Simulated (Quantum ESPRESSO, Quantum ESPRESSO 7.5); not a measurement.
## CoSi2(111), stepped through the number of trilayers

What law, if any, do the results for CoSi2(111) follow against the number of trilayers?

Calculated with Quantum ESPRESSO 7.5; plane-wave DFT, PBE, GBRV ultrasoft pseudopotentials.

## 1. Starting point

Symmetry: Fm-3m, No. 225, cubic system. Conventional cell: a = 5.360 Å, b = 5.360 Å, c = 5.360 Å, α = 90.00°, β = 90.00°, γ = 90.00°. Co has 8 Si at 2.32 Å nearest. Si has 4 Co at 2.32 Å nearest. Farther neighbours are not listed.

Set-up: Symmetric 1×1 slabs with 16 Å of vacuum in the starting cell; the two outer layers of each face relax in a periodic cell and the inner ones are held; a run under open boundaries (ESM, bc1) then gives the work function. Cold smearing of 0.02 Ry, one mesh for all thicknesses. The slabs take the lattice constants of the bulk relaxed by the same program.

Members 4 and 5 took the same steps and show in the table alone.

This run has no spin polarisation, although Co can carry a moment. A spin-polarised state was not tried and may lie lower.

## 2. Variable-cell relaxation of the reference

The bulk crystal is relaxed in cell and atoms; the members are built on its lattice constants.

ref.vc.in

```
&control
  prefix = 'ref.vc'
  outdir = './out'
  pseudo_dir = './pseudo'
  nstep = 40
  forc_conv_thr = 0.0003
  calculation = 'vc-relax'
/
&system
  ibrav = 0
  nat = 9
  ntyp = 2
  ecutwfc = 50
  ecutrho = 250
  occupations = 'smearing'
  smearing = 'mv'
  degauss = 0.02
/
&electrons
  conv_thr = 1e-09
  mixing_beta = 0.4
  electron_maxstep = 120
/
&ions
/
&cell
  press_conv_thr = 0.3
/
ATOMIC_SPECIES
  Co  58.9332  co_pbe_v1.2.uspp.F.UPF
  Si  28.0850  si_pbe_v1.uspp.F.UPF
CELL_PARAMETERS angstrom
  3.79009234715989 0.00000000000000 0.00000000000000
  -1.89504617357995 3.28231625532946 0.00000000000000
  0.00000000000000 0.00000000000000 9.28379232856918
ATOMIC_POSITIONS crystal
  Co  0.000000000000 0.000000000000 0.000000000000
  Si  0.333333333333 0.666666666667 0.083333333333
  Si  0.666666666667 0.333333333333 0.916666666667
  Co  0.333333333333 0.666666666667 0.333333333333
  Si  0.666666666667 0.333333333333 0.416666666667
  Si  0.000000000000 0.000000000000 0.250000000000
  Co  0.666666666667 0.333333333333 0.666666666667
  Si  0.000000000000 0.000000000000 0.750000000000
  Si  0.333333333333 0.666666666667 0.583333333333
K_POINTS automatic
  12 12 5 0 0 0
```

Command:

```bash
> OMP_NUM_THREADS=1 mpirun -n 8 pw.x -nk 8 -in ref.vc.in > ref.vc.out
```

Log:

```text
Program PWSCF v.7.5 starts
[citation notice left out]

     Parallel version (MPI & OpenMP), running on       8 processor cores
     Number of MPI processes:                 8
     Threads/MPI process:                     1

     MPI processes distributed on     1 nodes
[...]
Current dimensions of program PWSCF are:
     Max number of different atomic species (ntypx) = 10
     Max number of k-points (npk) =  40000
     Max angular momentum in pseudopotentials (lmaxx) =  4
     Found identity + (  0.3333 -0.3333  0.3333) symmetry
     This is a supercell, fractional translations are disabled
     Message from routine setup:
     using ibrav=0 with symmetry is DISCOURAGED, use correct ibrav instead

     K-points division:     npool     =       8
     Subspace diagonalization in iterative solution of the eigenvalue problem:
     a serial algorithm will be used

     G-vector sticks info
     --------------------
     sticks:   dense  smooth     PW     G-vecs:    dense   smooth      PW
     Sum         877     703    211                51881    37081    5977

     Using Slab Decomposition

     bravais-lattice index     =            0
     lattice parameter (alat)  =       7.1622  a.u.
     unit-cell volume          =     779.3853 (a.u.)^3
     number of atoms/cell      =            9
     number of atomic types    =            2
     number of electrons       =        75.00
     number of Kohn-Sham states=           46
     kinetic-energy cutoff     =      50.0000  Ry
     charge density cutoff     =     250.0000  Ry
     scf convergence threshold =      1.0E-09
     mixing beta               =       0.4000
     number of iterations used =            8  plain     mixing
     energy convergence thresh.=      1.0E-04
     force convergence thresh. =      3.0E-04
     press convergence thresh. =      3.0E-01
     Exchange-correlation= SLA  PW   PBE  PBE
                           (   1   4   3   4   0   0   0)
     nstep                     =           40

     celldm(1)=   7.162237  celldm(2)=   0.000000  celldm(3)=   0.000000
     celldm(4)=   0.000000  celldm(5)=   0.000000  celldm(6)=   0.000000

     crystal axes: (cart. coord. in units of alat)
               a(1) = (   1.000000   0.000000   0.000000 )
               a(2) = (  -0.500000   0.866025   0.000000 )
               a(3) = (   0.000000   0.000000   2.449490 )

     reciprocal axes: (cart. coord. in units 2 pi/alat)
               b(1) = (  1.000000  0.577350 -0.000000 )
               b(2) = (  0.000000  1.154701  0.000000 )
               b(3) = (  0.000000 -0.000000  0.408248 )

     PseudoPot. # 1 for Co read from file:
     ./pseudo/co_pbe_v1.2.uspp.F.UPF
     Pseudo is Ultrasoft + core correction, Zval = 17.0
     Generated by new atomic code, or converted to UPF format
     Using radial grid of  863 points,  6 beta functions with:
                l(1) =   0
                l(2) =   0
                l(3) =   1
                l(4) =   1
                l(5) =   2
                l(6) =   2
     Q(r) pseudized with  8 coefficients,  rinner =    1.200   1.200   1.200
                                                       1.200   1.200

     PseudoPot. # 2 for Si read from file:
     ./pseudo/si_pbe_v1.uspp.F.UPF
     Pseudo is Ultrasoft + core correction, Zval =  4.0
     Generated by new atomic code, or converted to UPF format
     Using radial grid of  899 points,  6 beta functions with:
                l(1) =   0
                l(2) =   0
                l(3) =   1
                l(4) =   1
                l(5) =   2
                l(6) =   2
     Q(r) pseudized with  8 coefficients,  rinner =    0.900   0.900   0.900
                                                       0.900   0.900

     atomic species   valence    mass     pseudopotential
     Co               17.00    58.93320     Co( 1.00)
     Si                4.00    28.08500     Si( 1.00)

     12 Sym. Ops., with inversion, found

   Cartesian axes

     site n.     atom                  positions (alat units)
         1        Co     tau(   1) = (   0.0000000   0.0000000   0.0000000  )
         2        Si     tau(   2) = (  -0.0000000   0.5773503   0.2041241  )
         3        Si     tau(   3) = (   0.5000000   0.2886751   2.2453656  )
         4        Co     tau(   4) = (  -0.0000000   0.5773503   0.8164966  )
         5        Si     tau(   5) = (   0.5000000   0.2886751   1.0206207  )
         6        Si     tau(   6) = (   0.0000000   0.0000000   0.6123724  )
         7        Co     tau(   7) = (   0.5000000   0.2886751   1.6329932  )
         8        Si     tau(   8) = (   0.0000000   0.0000000   1.8371173  )
         9        Si     tau(   9) = (  -0.0000000   0.5773503   1.4288690  )

     number of k points=    81  Marzari-Vanderbilt smearing, width (Ry)=  0.0200
                       cart. coord. in units 2pi/alat
        k(    1) = (   0.0000000   0.0000000   0.0000000), wk =   0.0027778
        k(    2) = (   0.0000000   0.0000000   0.0816497), wk =   0.0055556
        k(    3) = (   0.0000000   0.0000000   0.1632993), wk =   0.0055556
        k(    4) = (   0.0000000   0.0962250   0.0000000), wk =   0.0166667
        k(    5) = (   0.0000000   0.0962250   0.0816497), wk =   0.0166667
        k(    6) = (   0.0000000   0.0962250   0.1632993), wk =   0.0166667
        k(    7) = (   0.0000000   0.1924501   0.0000000), wk =   0.0166667
        k(    8) = (   0.0000000   0.1924501   0.0816497), wk =   0.0166667
        k(    9) = (   0.0000000   0.1924501   0.1632993), wk =   0.0166667
        k(   10) = (   0.0000000   0.2886751   0.0000000), wk =   0.0166667
[...]
k(   81) = (  -0.2500000   0.5292377  -0.1632993), wk =   0.0333333

     Dense  grid:    51881 G-vectors     FFT dimensions: (  40,  40,  90)

     Smooth grid:    37081 G-vectors     FFT dimensions: (  36,  36,  80)

     Estimated max dynamical RAM per process >     109.11 MB

     Estimated total dynamical RAM >     784.22 MB

     Check: negative core charge=   -0.000013

     Initial potential from superposition of free atoms

     starting charge      71.9960, renormalised to      75.0000
     Starting wfcs are   63 randomized atomic wfcs

     total cpu time spent up to now is        5.1 secs

     per-process dynamical memory:    94.4 Mb

     Self-consistent Calculation

     iteration #  1     ecut=    50.00 Ry     beta= 0.40
     Davidson diagonalization with overlap
     ethr =  1.00E-02,  avg # of iterations =  4.0

     total cpu time spent up to now is       16.1 secs

     total energy              =    -928.83359242 Ry
[...]
10.3727  10.6137  10.6640  10.7672  10.8431  10.9298  11.1182  11.6646
    12.1955  12.8639  13.1652  13.5840  13.7410  14.4837  14.9598  15.0544
    15.3070  15.7480  16.2900  16.5408  16.6396  16.6623

          k = 0.0000 0.0962 0.1633 (  4606 PWs)   bands (ev):

   -82.0204 -82.0204 -82.0203 -45.3422 -45.3421 -45.3419 -45.3419 -45.3419
   -45.3418 -45.3417 -45.3402 -45.3397  -0.0049   0.3279   2.7970   3.8245
     7.3335   7.9216   8.6670   8.7958   8.8692   8.8938   8.9463   9.2349
    10.3965  10.4513  10.6513  10.8535  10.9034  10.9237  11.1451  12.0544
    12.3946  12.4601  13.3802  13.6293  13.6454  14.1714  14.8465  15.0052
    15.1976  15.6660  16.3000  16.3366  16.5785  16.8071

[...]
the Fermi energy is    12.7164 ev

!    total energy              =    -953.34713029 Ry
     estimated scf accuracy    <          6.4E-11 Ry
     smearing contrib. (-TS)   =       0.00403968 Ry
     internal energy E=F+TS    =    -953.35116997 Ry

     The total energy is F=E-TS. E is the sum of the following terms:
     one-electron contribution =    -714.12461181 Ry
     hartree contribution      =     396.30813932 Ry
     xc contribution           =    -124.69937233 Ry
     ewald contribution        =    -510.83532515 Ry

     convergence has been achieved in  23 iterations

     Forces acting on atoms (cartesian axes, Ry/au):

     atom    1 type  1   force =     0.00000000    0.00000000    0.00000000
     atom    2 type  2   force =     0.00000000    0.00000000    0.00001429
     atom    3 type  2   force =     0.00000000    0.00000000   -0.00001429
     atom    4 type  1   force =    -0.00000000   -0.00000000   -0.00000160
     atom    5 type  2   force =     0.00000000    0.00000000    0.00001423
     atom    6 type  2   force =    -0.00000000    0.00000000   -0.00001417
     atom    7 type  1   force =    -0.00000000   -0.00000000    0.00000160
     atom    8 type  2   force =     0.00000000   -0.00000000    0.00001417
     atom    9 type  2   force =     0.00000000    0.00000000   -0.00001423

     Total force =     0.000035     Total SCF correction =     0.000008
     SCF correction compared to forces is large: reduce conv_thr to get better values

     Computing stress (Cartesian axis) and pressure

          total   stress  (Ry/bohr**3)                   (kbar)     P=       -4.13
  -0.00003003  -0.00000000   0.00000000           -4.42       -0.00        0.00
  -0.00000000  -0.00003003   0.00000000           -0.00       -4.42        0.00
   0.00000000   0.00000000  -0.00002423            0.00        0.00       -3.56

     BFGS Geometry Optimization
     Energy error            =      4.7E-05 Ry
     Gradient error          =      1.4E-05 Ry/Bohr
     Cell gradient error     =      4.4E+00 kbar

     number of scf cycles    =   1
     number of bfgs steps    =   0

     enthalpy           new  =    -953.3471302870 Ry

     new trust radius        =       0.0041920664 bohr
     new conv_thr            =       0.0000000010 Ry

     new unit-cell volume =    777.74398 a.u.^3 (   115.24977 Ang^3 )
     density =      4.97528 g/cm^3

CELL_PARAMETERS (angstrom)
   3.787246760  -0.000000000   0.000000000
  -1.893623380   3.279851905   0.000000000
   0.000000000   0.000000000   9.278167786

ATOMIC_POSITIONS (crystal)
Co               0.0000000000        0.0000000000        0.0000000000
Si               0.3333333333        0.6666666667        0.0833341480
Si               0.6666666667        0.3333333333        0.9166658520
Co               0.3333333333        0.6666666667        0.3333332420
Si               0.6666666667        0.3333333333        0.4166674780
Si              -0.0000000000        0.0000000000        0.2499991922
Co               0.6666666667        0.3333333333        0.6666667580
Si              -0.0000000000       -0.0000000000        0.7500008078
Si               0.3333333333        0.6666666667        0.5833325220

[...]
NEW-OLD atomic charge density approx. for the potential
     New effective cutoffs (rho, wfc):  250.24   50.07

     Check: negative core charge=   -0.000013

     total cpu time spent up to now is      208.1 secs

     per-process dynamical memory:   110.0 Mb

     Self-consistent Calculation

     iteration #  1     ecut=    50.00 Ry     beta= 0.40
     Davidson diagonalization with overlap
     ethr =  1.00E-06,  avg # of iterations =  2.0

     Threshold (ethr) on eigenvalues was too large:
     Diagonalizing with lowered threshold

     Davidson diagonalization with overlap
     ethr =  2.40E-08,  avg # of iterations =  1.7

     total cpu time spent up to now is      225.0 secs

     total energy              =    -953.34714442 Ry
     estimated scf accuracy    <       0.00002447 Ry

[...]
iteration #  9     ecut=    50.00 Ry     beta= 0.40
[...]
End of self-consistent calculation

          k = 0.0000 0.0000 0.0000 (  4551 PWs)   bands (ev):

   -81.9897 -81.9896 -81.9896 -45.3115 -45.3115 -45.3115 -45.3115 -45.3112
   -45.3112 -45.3108 -45.3108 -45.3088  -0.3496   1.2961   1.2961   5.6119
     5.6119   8.7070   8.7070   8.7073   9.1118   9.1118   9.1118   9.1118
    10.8072  10.8072  10.8072  10.8072  10.8806  10.8806  11.1907  11.1907
    13.2415  13.2415  13.2415  13.2415  13.5356  15.3833  15.3833  16.2151
    16.2169  16.2169  16.2298  16.2303  16.2303  16.4238

          k =-0.0000-0.0000 0.0817 (  4593 PWs)   bands (ev):

   -81.9897 -81.9896 -81.9896 -45.3116 -45.3116 -45.3115 -45.3115 -45.3112
   -45.3112 -45.3112 -45.3103 -45.3089  -0.2820   0.7150   1.9838   4.6653
     6.5354   8.5356   8.7313   8.7313   9.0154   9.0154   9.1727   9.1727
    10.7405  10.7405  10.8218  10.8594  10.8594  10.9632  10.9632  11.7624
    12.7165  12.7165  13.6104  13.8316  13.8316  15.0439  15.1348  15.4704
    15.6199  15.6199  16.2917  16.2917  16.6430  16.6430

          k =-0.0000-0.0000 0.1634 (  4612 PWs)   bands (ev):

   -81.9896 -81.9896 -81.9896 -45.3117 -45.3117 -45.3114 -45.3114 -45.3114
   -45.3113 -45.3113 -45.3097 -45.3093  -0.0800   0.2538   2.7311   3.7791
     7.3737   8.0640   8.8005   8.8005   8.9025   8.9025   9.1989   9.1989
    10.6422  10.7537  10.7537  10.8072  10.8072  11.1368  11.1368  12.3558
    12.3558  12.5332  13.3773  14.4377  14.4377  14.4683  14.7560  15.0330
    15.0330  15.4773  16.2302  16.2302  16.9561  16.9561

          k = 0.0000 0.0963-0.0000 (  4632 PWs)   bands (ev):

   -81.9897 -81.9896 -81.9896 -45.3118 -45.3117 -45.3116 -45.3115 -45.3114
   -45.3112 -45.3107 -45.3107 -45.3088  -0.2557   1.3860   1.3861   5.6535
     5.6598   8.4855   8.7253   8.7425   8.8136   9.0151   9.1012   9.2785
    10.4033  10.5207  10.8233  10.8787  10.9594  11.0357  11.1105  11.1337
    12.5810  12.7371  13.2253  13.4992  13.6335  14.8941  15.1560  15.2372
    15.4808  15.8353  16.3376  16.5212  16.5681  16.8321

          k = 0.0000 0.0963 0.0817 (  4615 PWs)   bands (ev):

   -81.9897 -81.9896 -81.9896 -45.3118 -45.3116 -45.3116 -45.3116 -45.3114
   -45.3112 -45.3111 -45.3102 -45.3090  -0.1883   0.8065   2.0719   4.7260
     6.5578   8.3311   8.7227   8.7864   8.8880   8.9150   9.0332   9.2992
    10.3993  10.6437  10.6916  10.7939  10.8700  10.9574  11.1464  11.6955
    12.2287  12.8983  13.1998  13.6329  13.7785  14.5207  14.9984  15.0995
    15.3484  15.7864  16.3313  16.5820  16.6850  16.7091

          k = 0.0000 0.0963 0.1634 (  4606 PWs)   bands (ev):

   -81.9896 -81.9896 -81.9896 -45.3118 -45.3117 -45.3115 -45.3115 -45.3115
   -45.3113 -45.3113 -45.3097 -45.3093   0.0132   0.3465   2.8189   3.8478
     7.3597   7.9476   8.6916   8.8207   8.8940   8.9186   8.9708   9.2594
    10.4263  10.4776  10.6778  10.8806  10.9307  10.9518  11.1734  12.0875
    12.4283  12.4926  13.4181  13.6665  13.6807  14.2137  14.8929  15.0491
    15.2385  15.7044  16.3426  16.3778  16.6224  16.8520

[...]
11.2850  11.4352  11.7114  11.7431  11.9599  12.0680  12.9160  14.8051
[key lines of the parts left out:]
total energy              =    -953.34715627 Ry
```

Run time: 10 min. Hardware: 8 MPI ranks of Arm Neoverse N1, shared host; peak memory 1.1 GiB.

Little changed from the start: no atom moved by 0.005 Å and no cell edge by 0.1 %.

 The last row is no step: it is a fresh SCF in the final cell with a new plane-wave basis, +0 meV from the row before.

Read from the output:

```
free energy  : -12970.9485 eV
Fermi energy : 12.75 eV
```

(Continued in part 2 of 8.)

[Logs are printed without paths, hosts, clocks, repeated set-up lines and the standing remarks that a program may print on its own settings, such as how far it seeks lower states.]

[Hosts, paths, dates, database ids (printed as entryN), source tags and the programs' standing remarks are cut or masked in the printed files.]

[Maps of the electrostatic potential energy from Ansatz leave out the sawtooth potential of an applied field or a dipole correction, so their vacuum need not be flat; planar profiles and work functions include it.]
